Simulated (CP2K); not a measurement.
Mercaptoethylene has these distinct C atoms: C1 (bonded to C and 2 H) and C2 (bonded to C, S and H).

```xyz
7

C    -0.8592    0.3932   -0.0687
C     0.0237   -0.6147   -0.0464
S     1.7640   -0.5469    0.1629
H    -0.5607    1.4348    0.0476
H    -1.9189    0.1844   -0.2095
H    -0.3114   -1.6480   -0.1666
H     1.8624    0.7972    0.2807
```

Their partial C K spectra (CP2K XAS_TDP, all-electron GAPW, PBEh(45%), aug-cc-pVTZ, TDA, GW2X-corrected core level, no relativity) are given in random order, each times the number of alike atoms.

Gaussian full width 0.5 eV, oscillator strength per eV, alike atoms added, rows of zeros left out:

```tsv
E (eV)	curve 1	curve 2
284.50	0.003	0.000
284.75	0.034	0.000
285.00	0.088	0.001
285.25	0.057	0.012
285.50	0.009	0.069
285.75	0.000	0.102
286.00	0.000	0.037
286.25	0.000	0.003
287.50	0.002	0.000
287.75	0.011	0.004
288.00	0.026	0.032
288.25	0.035	0.058
288.50	0.020	0.030
288.75	0.005	0.024
289.00	0.004	0.030
289.25	0.007	0.013
289.50	0.018	0.005
289.75	0.022	0.003
290.00	0.010	0.004
290.25	0.007	0.002
290.50	0.014	0.004
290.75	0.017	0.009
291.00	0.011	0.014
291.25	0.007	0.016
291.50	0.005	0.018
291.75	0.006	0.014
292.00	0.006	0.004
292.25	0.005	0.003
292.50	0.003	0.004
292.75	0.003	0.002
293.00	0.002	0.002
293.25	0.005	0.004
293.50	0.014	0.004
293.75	0.012	0.002
294.00	0.009	0.001
294.25	0.021	0.002
294.50	0.027	0.004
294.75	0.029	0.008
295.00	0.035	0.020
295.25	0.031	0.032
295.50	0.010	0.025
295.75	0.002	0.020
```

Which curve belongs to which atom?

Curve 1: C1 (bonded to C and 2 H), leading line at 285.05 eV (f = 0.048 an atom), ionisation energy 290.18 eV, term value 5.13 eV. Curve 2: C2 (bonded to C, S and H), leading line at 285.69 eV (f = 0.056 an atom), ionisation energy 291.09 eV, term value 5.40 eV. The leading line of an atom is its first one with 35 % of the strongest within 2.5 eV of its lowest line over the strength cut. A line lies at the core ionisation energy, which rises as an atom loses charge to its neighbours or to a π system, less the term value, which is large for a low π* or σ* orbital with weight on that atom.

[Banner, clock and machine lines of the logs are left out without a mark of their own.]

[Logs are printed without paths, hosts, clocks, repeated set-up lines and the standing remarks that a program may print on its own settings, such as how far it seeks lower states.]

[Hosts, paths, dates, database ids (printed as entryN), source tags and the programs' standing remarks are cut or masked in the printed files.]
